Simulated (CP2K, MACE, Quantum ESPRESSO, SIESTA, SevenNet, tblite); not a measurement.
# Bulk modulus two ways: random wurtzite alloy of AlN and GaN (72 atoms), QE, PBE

The cell holds 72 atoms (22 Ga, 36 N and 14 Al). Recipe: wurtzite AlN, 3 x 3 x 2 conventional cells, 22 of 36 Al sites given to Ga at random (x = 0.611), lattice by Vegard's rule (a = 3.159 Å, c = 5.106 Å); not relaxed, displaced by a Gaussian of 0.02 Å. Then the atoms were relaxed with SevenNet 0 in the fixed cell.

Calculated with Quantum ESPRESSO 7.5: PBE; plane waves, SSSP efficiency, 70/560 Ry; k-points Γ. The cell is scaled evenly by ±3 % in volume, with fractional positions held.

```
volume (Å³/atom)  energy less the middle row's (meV/atom)  pressure (GPa)
          10.702                                   17.344          11.434
          11.033                                    0.000           4.834
          11.364                                   -4.808          -0.832
```

**Question.** Find the bulk modulus at the middle volume from the pressures and from the energies, and check the printed pressure against the slope of the energy (1 meV/Å³ = 0.16022 GPa).

**Working.**

The step is h = 0.3310 Å³. From pressures: B = −V dP/dV = 11.033 × (11.434 − (-0.832)) / (2 × 0.3310) = 204 GPa.

From energies: B = V d²E/dV² = 11.033 × (17.344 + (-4.808)) / 0.3310² = 1262 meV/Å³ = 202 GPa.

Slope: P = −dE/dV = −(-4.808 − (17.344)) / (2 × 0.3310) = 33.5 meV/Å³ = 5.36 GPa, against 4.83 GPa printed.

The two moduli agree within 1 %.

A central difference over ±3 % overstates P by about B(1 + B′)(0.03)²/6, some 0.15 GPa for B′ = 4. A stress printed at a finite cutoff holds the number of plane waves fixed and tends to come out low, which is the sign found here.

Limits: three points, a static cell at zero temperature, the cell shape held; the modulus is that at 4.8 GPa, not at zero pressure.

[Logs are printed without paths, hosts, clocks, repeated set-up lines and the standing remarks that a program may print on its own settings, such as how far it seeks lower states.]

[Hosts, paths, dates, database ids (printed as entryN), source tags and the programs' standing remarks are cut or masked in the printed files.]
